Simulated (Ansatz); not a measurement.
# BaZrO3 (Pm-3m): zone-centre modes under pressure

Wanted: Grüneisen parameters and pressure coefficients of the modes of BaZrO3 (Pm-3m).

Calculated with Ansatz 0.2.0; DFT LDA, scalar-relativistic, plane waves, PAW; PAW set soft_1.

### 1. The starting structure

The structure is cubic, space group Pm-3m (No. 221). Conventional cell: a = 4.191 Å, b = 4.191 Å, c = 4.191 Å, α = 90.00°, β = 90.00°, γ = 90.00°. Nearest to O lie 2 Zr at 2.10 Å and 4 Ba at 2.96 Å. Nearest to Zr lie 6 O at 2.10 Å. Ba has 12 O at 2.96 Å nearest. Farther neighbours and most contacts between anions are not listed.

### 2. Bringing the structure to rest

Harmonic phonons are second derivatives at a point where the forces vanish, and they are wanted at zero stress, so atoms and cell are relaxed first.

File input.yaml:

```yaml
crystal:
  lattice:
    - [4.19134, 0.0, 0.0]
    - [0.0, 4.19134, 0.0]
    - [0.0, 0.0, 4.19134]
  atoms:
    - { symbol: O, position: [0.0, 0.5, 0.5] }
    - { symbol: O, position: [0.5, 0.0, 0.5] }
    - { symbol: O, position: [0.5, 0.5, 0.0] }
    - { symbol: Zr, position: [0.5, 0.5, 0.5] }
    - { symbol: Ba, position: [0.0, 0.0, 0.0] }
kpoints:
  mp_grid: { grid: [6, 6, 6] }
hamiltonian:
  xc: lda
  pseudopotentials: { kind: paw, azcp: { folder: soft_1 }, xc_functional: pbe }
scf:
  occupations: { method: gaussian, width: 0.02 }
output:
  forces: true
  stress: true
  eigenvalues: true
relax:
  adjacent_minimum: "off"
  f_tol: 0.005
  max_steps: 80
  cell: { stress_tol: 0.05 }
```

Launch:

```sh
ansatz run input.yaml --threads 8 --pin off --max-ram 16384MiB --backend cpu --events-out ev --progress --plain --runs-dir out
```

Numbers of over 12 decimals in the logs are rounded to 6 here.

What it wrote:

```text
Engine: ansatz 0.2.0, x86_64-unknown-linux-gnu
Pseudopotentials: kind: paw
Pseudopotential: O, paw, valence charge 6, recommended cutoff 420 eV (normal), soft_1/O.paw.azcp
Pseudopotential: Zr, paw, valence charge 12, recommended cutoff 420 eV (normal), soft_1/Zr.paw.azcp
Pseudopotential: Ba, paw, valence charge 10, recommended cutoff 420 eV (normal), soft_1/Ba.paw.azcp
Functional definition: SPW92
  exchange = slater_x
  correlation = pw_c
Crystal: 5 atoms, lattice volume = 73.631 Å³
Basis set: ecut = 420 eV, 1419 PW (Γ)
Bands: 25, of which v1, the nominal top of the filled ones, is band 20 counted from 1 (19 counted from 0)
Symmetry: 48 space group operations
Space group: Pm-3m (ITA 221), of the structure as read, at distance tolerance 4.2e-5 Å
k-points: 20 of 216
Non-local potential: O, projectors of the file, l = 0: 2, l = 1: 2, l = 2: 1
Non-local potential: Zr, projectors of the file, l = 0: 3, l = 1: 2, l = 2: 2, l = 3: 1
Non-local potential: Ba, projectors of the file, l = 0: 3, l = 1: 2, l = 2: 2, l = 3: 2
PAW form: soft (Blöchl's): semilocal exchange-correlation on the pseudo side does not see the compensation charge
PAW frozen core: O, regenerated for the run's functional, and the local potential with it (the file was generated under x = pbe(κ = 0.804, μ = 0.219515), c = pbe(β = 0.066725))
PAW frozen core: Zr, regenerated for the run's functional, and the local potential with it (the file was generated under x = pbe(κ = 0.804, μ = 0.219515), c = pbe(β = 0.066725))
PAW frozen core: Ba, regenerated for the run's functional, and the local potential with it (the file was generated under x = pbe(κ = 0.804, μ = 0.219515), c = pbe(β = 0.066725))
PAW one-centre angular grid: O, 110 points (default); XC on 64 Gauss nodes
PAW one-centre angular grid: Zr, 590 points (default); XC on 64 Gauss nodes
PAW one-centre angular grid: Ba, 194 points (default); XC on 64 Gauss nodes
Initial density: superposition of atomic densities (chi_scale 0.1, normalization cell, long waves kept (reshape's long-wave potential 0.00 eV rms))
Initial wavefunctions: pseudopotential atomic-orbital guess
Functional: x = slater, c = lda
SCF iter   1: F=—  HF=-11532.871461 eV  |F-HF|=—  |Δ(HF+E_count)|=         —  Δρ=5.94e-2  dr2=1.82e0  ethr=3.10e-3  ⟨swp⟩=9.1  Hψ=2873  notcnv=0
preconditioner: auto → Resta (q_TF=auto, 2.464 Å⁻¹)  ε∞=4.0  [insulator: Δε(μ)=2.622 eV  Ē_g=15.050 eV  σ=0.020 eV  W_gap=1.00  n_scr=18 (ndim 8)  ℏωp=26.0 eV  f_vac=0.000  D(μ)=0.00/eV (n_scr^D=0)  ε∞_Penn≈4.0]
SCF iter   2: F=—  HF=-11532.570076 eV  |F-HF|=—  |Δ(HF+E_count)|=   3.01e-1  Δρ=2.40e-2  dr2=4.39e-1  ethr=3.10e-3  ⟨swp⟩=3.0  Hψ=968  notcnv=0  defer=20
SCF iter   3: F=—  HF=-11532.526119 eV  |F-HF|=—  |Δ(HF+E_count)|=   4.40e-2  Δρ=1.33e-2  dr2=1.11e-1  ethr=1.10e-3  ⟨swp⟩=2.3  Hψ=804  notcnv=0  defer=20
SCF iter   4: F=—  HF=-11532.508689 eV  |F-HF|=—  |Δ(HF+E_count)|=   1.74e-2  Δρ=1.93e-3  dr2=1.73e-3  ethr=2.77e-4  ⟨swp⟩=3.1  Hψ=957  notcnv=0  defer=20
SCF iter   5: F=—  HF=-11532.509167 eV  |F-HF|=—  |Δ(HF+E_count)|=   4.78e-4  Δρ=2.30e-4  dr2=2.65e-5  ethr=4.31e-6  ⟨swp⟩=2.2  Hψ=744  notcnv=0  defer=20
SCF iter   6: F=—  HF=-11532.509180 eV  |F-HF|=—  |Δ(HF+E_count)|=   1.30e-5  Δρ=3.91e-5  dr2=8.91e-7  ethr=6.63e-8  ⟨swp⟩=2.2  Hψ=622  notcnv=0  defer=20
SCF iter   7: F=-11532.509180 eV  HF=-11532.509180 eV  |F-HF|=1.65e-8  |Δ(HF+E_count)|=   2.74e-7  Δρ=7.21e-6  dr2=4.21e-8  ethr=2.50e-10  ⟨swp⟩=12.0  Hψ=2520  notcnv=0
SCF 1 converged in 7 iterations: F = -11532.509180 eV  dr2 = 4.21e-8
  greatest PAW one-centre occupation: 0.994 electrons in one spin orbital (limit 2), on the Zr atom at site 3 (counted from 0), in its partial waves of l = 0
relax step   1: F+E_penalty+E_count = -11532.50918036 eV  Δ(F+E_penalty+E_count) = +0.000e0 eV  max|allowed force component| = 1.310e-29 eV/Å  Δτ_max = 0.0000 Å  P = -5.157 GPa  Ω = 73.631 Å³  (7 SCF iters, dr2 threshold 1.00e-7 eV, accepted)
Crystal: 5 atoms, lattice volume = 70.167 Å³
Basis set: ecut = 420 eV, 1357 PW (Γ)
Initial density: handed on by an earlier stage of this run
Initial wavefunctions: those handed on with the density
iter 1 solved again at ethr=3.44e-5 eV; its pass at ethr=3.10e-3 eV (dr2=1.37e-2 eV) is discarded
SCF iter   1: F=—  HF=-11532.548044 eV  |F-HF|=—  |Δ(HF+E_count)|=         —  Δρ=5.36e-3  dr2=1.41e-2  ethr=3.44e-5  ⟨swp⟩=2.2  Hψ=3223  notcnv=0
preconditioner: auto → Resta (q_TF=auto, 2.484 Å⁻¹)  ε∞=3.8  [insulator: Δε(μ)=3.248 eV  Ē_g=16.215 eV  σ=0.020 eV  W_gap=1.00  n_scr=18 (ndim 8)  ℏωp=27.3 eV  f_vac=0.000  D(μ)=0.00/eV (n_scr^D=0)  ε∞_Penn≈3.8]
SCF iter   2: F=—  HF=-11532.544273 eV  |F-HF|=—  |Δ(HF+E_count)|=   3.77e-3  Δρ=1.81e-3  dr2=2.13e-3  ethr=3.44e-5  ⟨swp⟩=2.1  Hψ=883  notcnv=0
SCF iter   3: F=—  HF=-11532.543687 eV  |F-HF|=—  |Δ(HF+E_count)|=   5.86e-4  Δρ=9.03e-4  dr2=4.48e-4  ethr=5.32e-6  ⟨swp⟩=2.0  Hψ=751  notcnv=0
SCF iter   4: F=—  HF=-11532.543557 eV  |F-HF|=—  |Δ(HF+E_count)|=   1.30e-4  Δρ=1.52e-4  dr2=1.04e-5  ethr=1.12e-6  ⟨swp⟩=2.0  Hψ=800  notcnv=0
SCF iter   5: F=-11532.543558 eV  HF=-11532.543558 eV  |F-HF|=5.04e-8  |Δ(HF+E_count)|=   1.70e-6  Δρ=1.94e-5  dr2=2.15e-7  ethr=1.25e-9  ⟨swp⟩=4.8  Hψ=2626  notcnv=0
SCF 2 converged in 5 iterations: F = -11532.543558 eV  dr2 = 2.15e-7
relax step   2: F+E_penalty+E_count = -11532.54355841 eV  Δ(F+E_penalty+E_count) = -3.438e-2 eV  max|allowed force component| = 5.568e-30 eV/Å  Δτ_max = 0.0000 Å  P = +3.197 GPa  Ω = 70.167 Å³  energy of the carried Pulay correction = +9.432e-3 eV  (5 SCF iters, dr2 threshold 5.00e-7 eV, accepted)
Crystal: 5 atoms, lattice volume = 71.454 Å³
Basis set: ecut = 420 eV, 1365 PW (Γ)
iter 1 solved again at ethr=5.84e-6 eV; its pass at ethr=3.10e-3 eV (dr2=2.34e-3 eV) is discarded
SCF iter   1: F=—  HF=-11532.552752 eV  |F-HF|=—  |Δ(HF+E_count)|=         —  Δρ=2.13e-3  dr2=2.32e-3  ethr=5.84e-6  ⟨swp⟩=1.2  Hψ=2972  notcnv=0
preconditioner: auto → Resta (q_TF=auto, 2.477 Å⁻¹)  ε∞=3.8  [insulator: Δε(μ)=3.199 eV  Ē_g=16.113 eV  σ=0.020 eV  W_gap=1.00  n_scr=18 (ndim 8)  ℏωp=27.1 eV  f_vac=0.000  D(μ)=0.00/eV (n_scr^D=0)  ε∞_Penn≈3.8]
SCF iter   2: F=—  HF=-11532.552136 eV  |F-HF|=—  |Δ(HF+E_count)|=   6.16e-4  Δρ=7.12e-4  dr2=3.45e-4  ethr=5.80e-6  ⟨swp⟩=2.0  Hψ=863  notcnv=0
SCF iter   3: F=—  HF=-11532.552039 eV  |F-HF|=—  |Δ(HF+E_count)|=   9.69e-5  Δρ=3.54e-4  dr2=7.17e-5  ethr=8.62e-7  ⟨swp⟩=2.5  Hψ=781  notcnv=0
SCF iter   4: F=—  HF=-11532.552018 eV  |F-HF|=—  |Δ(HF+E_count)|=   2.16e-5  Δρ=6.05e-5  dr2=1.64e-6  ethr=1.79e-7  ⟨swp⟩=2.0  Hψ=800  notcnv=0
SCF iter   5: F=-11532.552018 eV  HF=-11532.552018 eV  |F-HF|=8.26e-9  |Δ(HF+E_count)|=   2.30e-7  Δρ=7.31e-6  dr2=3.11e-8  ethr=1.25e-9  ⟨swp⟩=6.4  Hψ=2397  notcnv=0
SCF 3 converged in 5 iterations: F = -11532.552018 eV  dr2 = 3.11e-8
relax step   3: F+E_penalty+E_count = -11532.55201777 eV  Δ(F+E_penalty+E_count) = -8.459e-3 eV  max|allowed force component| = 2.527e-30 eV/Å  Δτ_max = 0.0000 Å  P = -0.152 GPa  Ω = 71.454 Å³  energy of the carried Pulay correction = +5.876e-3 eV  (5 SCF iters, dr2 threshold 5.00e-7 eV, accepted)
[...]
relax step   4: F+E_penalty+E_count = -11532.55220994 eV  Δ(F+E_penalty+E_count) = -1.922e-4 eV  max|allowed force component| = 2.708e-30 eV/Å  Δτ_max = 0.0000 Å  P = -0.004 GPa  Ω = 71.394 Å³  energy of the carried Pulay correction = +6.039e-3 eV  (4 SCF iters, dr2 threshold 5.80e-8 eV, accepted)
[...]
relax step   5: F+E_penalty+E_count = -11532.54703782 eV  Δ(F+E_penalty+E_count) = +5.172e-3 eV  max|allowed force component| = 6.423e-30 eV/Å  Δτ_max = 0.0000 Å  P = -0.121 GPa  Ω = 71.394 Å³  stress off target by 1.21e-1 GPa  SCF on the basis re-selected at this cell (its energy is not comparable with the rows above)  (5 SCF iters)
[...]
relax step   6: F+E_penalty+E_count = -11532.54719127 eV  Δ(F+E_penalty+E_count) = -1.535e-4 eV  max|allowed force component| = 6.536e-29 eV/Å  Δτ_max = 0.0000 Å  P = -0.000 GPa  Ω = 71.345 Å³  energy of the carried Pulay correction = +1.349e-4 eV  (4 SCF iters, dr2 threshold 3.69e-8 eV, accepted)
iter 1 solved again at ethr=9.50e-8 eV; its pass at ethr=3.10e-3 eV (dr2=3.80e-5 eV) is discarded
SCF iter   1: F=—  HF=-11532.547192 eV  |F-HF|=—  |Δ(HF+E_count)|=         —  Δρ=2.29e-6  dr2=2.19e-9  ethr=9.50e-8  ⟨swp⟩=3.1  Hψ=4177  notcnv=0
eigensolver tolerance schedule: the retry pair's looser diagonalisation over-reported the residual by 17389.17 of it (diagonalisation noise at 1.14 of the residual, at the tolerance the schedule requests for it); recorded, not acted on — ethr = c·dr2/N_el stays at c = 1.0e-1
SCF iter   2: F=—  HF=-11532.547191 eV  |F-HF|=—  |Δ(HF+E_count)|=   9.59e-7  Δρ=1.34e-6  dr2=1.04e-9  ethr=5.46e-12  ⟨swp⟩=2.9  Hψ=1036  notcnv=0
SCF iter   3: F=—  HF=-11532.547191 eV  |F-HF|=—  |Δ(HF+E_count)|=  3.00e-10  Δρ=9.92e-7  dr2=4.98e-10  ethr=2.61e-12  ⟨swp⟩=2.0  Hψ=793  notcnv=0
SCF iter   4: F=-11532.547191 eV  HF=-11532.547191 eV  |F-HF|=3.64e-12  |Δ(HF+E_count)|=  9.64e-11  Δρ=1.74e-7  dr2=7.72e-12  ethr=1.00e-12  ⟨swp⟩=3.5  Hψ=2180  notcnv=0
SCF 7 converged in 4 iterations: F = -11532.547191 eV  dr2 = 7.72e-12
relax step   7: F+E_penalty+E_count = -11532.54719127 eV  Δ(F+E_penalty+E_count) = -1.855e-10 eV  max|allowed force component| = 2.990e-29 eV/Å  Δτ_max = 0.0000 Å  P = -0.002 GPa  Ω = 71.345 Å³  stress off target by 1.79e-3 GPa  SCF on the basis re-selected at this cell (its energy is not comparable with the rows above)  (4 SCF iters)
basis re-selected at this cell: Δ(F+E_penalty+E_count) = -1.855e-10 eV, ΔP = -0.001 GPa vs the last step (what re-selecting the basis moved, of the pressure what is left beyond the Pulay correction that the steps carried, after the strain that the cell walked since its last selection, with what the two solves' SCF thresholds leave and, on support functions, any second-order correction that the steps lacked; it is no  [...]
SCF converged after 4 iterations
Free energy (F): -11532.547191 eV
Harris-Foulkes:  -11532.547191 eV  (|F-HF|=3.64e-12)
Internal energy: -11532.547191 eV  (E = F + TS)
E sigma→0 (E₀):  -11532.547191 eV
Fermi energy:    11.449123 eV
--- Per-component energies (eV) ---
  E_band       = -85.091269
  E_kinetic    = 984.417595
  E_local      = -1906.556496  (includes V_loc(G=0)·N_el)
  E_nonlocal   = 335.322136
  E_hartree    = 681.800979
  E_xc         = -565.605628
  E_vxc        = -588.146093  (∫ρ·V_xc dr)
  E_paw        = -8340.633374  (= ΣΔE_a)
  E_vpaw       = -273.732719  (= ΣTr[D̂ρ^β])
  E_aug_tail   = 0.002397  (compensation charges beyond the density's cutoff)
  E_ewald      = -2722.238484
  E_core_change = 0.943684  (= ΣΔE_core)
  E_smearing   = -0.000000  (= −TS)
  E_closure    = -0.000000  (closes the sum)
  Σ components = -11532.547191   (vs F -11532.547191, Δ=0.00e0)
--- Forces (eV/Å), atoms counted from 1 ---
  atom   1  O      0.00000000     0.00000000    -0.00000000
  atom   2  O      0.00000000    -0.00000000    -0.00000000
  atom   3  O      0.00000000    -0.00000000    -0.00000000
  atom   4  Zr    -0.00000000     0.00000000     0.00000000
  atom   5  Ba     0.00000000    -0.00000000     0.00000000
  max |Σ_I F_I| component: 2.93e-29 eV/Å
--- Stress (GPa, compression-positive) ---
       -0.001789      -0.000000      -0.000000
       -0.000000      -0.001789       0.000000
       -0.000000       0.000000      -0.001789
  P = ⅓ Tr σ = -0.0018 GPa (-0.018 kbar)
--- Band table (eV; the first three rows and the last of 20) ---
  k-point 0: bands = [... 16 lower, 8.7838, 9.7012, 9.7012, 9.7012, 13.0517, 13.0517, 13.0517, 14.5153, ... 1 higher]
  k-point 1: bands = [... 16 lower, 8.5838, 9.0048, 9.6161, 9.6161, 13.1387, 13.6929, 13.6929, 14.9596, ... 1 higher]
  k-point 2: bands = [... 16 lower, 8.2372, 8.2638, 9.5147, 9.5147, 13.3340, 14.9821, 14.9821, 15.8841, ... 1 higher]
  k-point 19: bands = [... 16 lower, 7.3295, 9.8465, 9.8465, 9.8465, 15.9918, 15.9918, 15.9918, 17.0919, ... 1 higher]
--- Relaxed structure (5 steps of the walk, 5 accepted, 2 SCFs on fresh bases) ---
  F+E_penalty+E_count = -11532.54719127 eV   max|allowed force component| = 2.990e-29 eV/Å   (the final SCF, on the basis selected at the relaxed cell)
  cell:  # Å, volume = 71.3453 Å³
    - [4.147519, 0, 0]
    - [0, 4.147519, 0]
    - [0, 0, 4.147519]
  atoms:
    - { symbol: O, position: [0, 0.500000, 0.500000] }
    - { symbol: O, position: [0.500000, 0, 0.500000] }
    - { symbol: O, position: [0.500000, 0.500000, 0] }
    - { symbol: Zr, position: [0.500000, 0.500000, 0.500000] }
    - { symbol: Ba, position: [0, 0, 0] }
```

Elapsed: 2.9 s, on 8 threads of Intel Xeon at 2.60GHz (Ice Lake), shared host; peak memory 0.53 GiB.

The steps of the relaxation:

```tsv
step	energy less that of the first step (eV)	largest force component (eV/Å)	pressure (GPa)	volume (Å³)
1	0.0000	0.0000	-5.16	73.63
2	-0.0344	0.0000	3.20	70.17
3	-0.0428	0.0000	-0.15	71.45
4	-0.0430	0.0000	0.00	71.39
5*	-0.0379	0.0000	-0.12	71.39
6	-0.0380	0.0000	0.00	71.35
7*	-0.0380	0.0000	0.00	71.35
```

Relaxation steps marked * repeat the geometry before them on a plane-wave basis chosen anew for their cell, so energy and pressure can jump there.

Forces are held to the 48 operations that the run works with; a distortion that breaks them can't arise in this run.

```tsv
conventional cell, symmetrised	before	after	change
a (Å)	4.191	4.148	-1.0 %
b (Å)	4.191	4.148	-1.0 %
c (Å)	4.191	4.148	-1.0 %
volume (Å³/atom)	14.73	14.27	-3.1 %
```

Numbers from this step:

```yaml
pressure: -0.001789 GPa
gap_on_the_k_mesh: 3.205 eV
volume_per_atom: 14.27 Å³
```

In this step the volume went from 14.73 to 14.27 Å³/atom.

### 3. Tight relaxation

Phonons need small forces and stress, so the relaxation is finished with tight tolerances on 8×8×8 k points.

input.yaml, the sections that differ from step 2:

```yaml
crystal:
  lattice:
    - [4.1475187852, 0.0, 0.0]
    - [0.0, 4.1475187852, 0.0]
    - [0.0, 0.0, 4.1475187852]
  atoms:
    - { symbol: O, position: [0.0, 0.5, 0.5] }
    - { symbol: O, position: [0.5, 0.0, 0.5] }
    - { symbol: O, position: [0.5, 0.5, 0.0] }
    - { symbol: Zr, position: [0.5, 0.5, 0.5] }
    - { symbol: Ba, position: [0.0, 0.0, 0.0] }
kpoints:
  mp_grid: { grid: [8, 8, 8] }
scf:
  occupations: { method: fixed }
relax:
  adjacent_minimum: "off"
  f_tol: 0.001
  max_steps: 60
  cell: { stress_tol: 0.01 }
# hamiltonian, output: as in step 2
```

What it wrote:

```text
[...]
Crystal: 5 atoms, lattice volume = 71.345 Å³
Basis set: ecut = 420 eV, 1365 PW (Γ)
Bands: 25, of which v1, the nominal top of the filled ones, is band 20 counted from 1 (19 counted from 0)
Symmetry: 48 space group operations
[...]
k-points: 35 of 512
[...]
--- Relaxed structure (1 steps of the walk, 1 accepted, 1 SCFs on fresh bases) ---
[...]
cell:  # Å, volume = 71.3453 Å³
    - [4.1475187852, 0.0, 0.0]
    - [0.0, 4.1475187852, 0.0]
    - [0.0, 0.0, 4.1475187852]
  atoms:
    - { symbol: O, position: [0.0, 0.5, 0.5] }
    - { symbol: O, position: [0.5, 0.0, 0.5] }
    - { symbol: O, position: [0.5, 0.5, 0.0] }
    - { symbol: Zr, position: [0.5, 0.5, 0.5] }
    - { symbol: Ba, position: [0.0, 0.0, 0.0] }
[key lines of the parts left out:]
SCF converged after 6 iterations
Free energy (F): -11532.547578 eV
Fermi energy:    9.846426 eV
P = ⅓ Tr σ = -0.0043 GPa (-0.043 kbar)
```

The job ended after 1.2 s (8 threads; peak memory 0.54 GiB; 7 s of CPU time).

Little changed from the start: no atom moved by 0.005 Å and no cell edge by 0.1 %.

This step gave:

* pressure: -0.004301 GPa

The forces vanish by symmetry and the pressure is -0.004 GPa, within the tolerances set. The cell now holds 14.27 Å³/atom.

(Part 1 of 3 ends here.)

[Logs are printed without paths, hosts, clocks, repeated set-up lines and the standing remarks that a program may print on its own settings, such as how far it seeks lower states.]

[Hosts, paths, dates, database ids (printed as entryN), source tags and the programs' standing remarks are cut or masked in the printed files.]
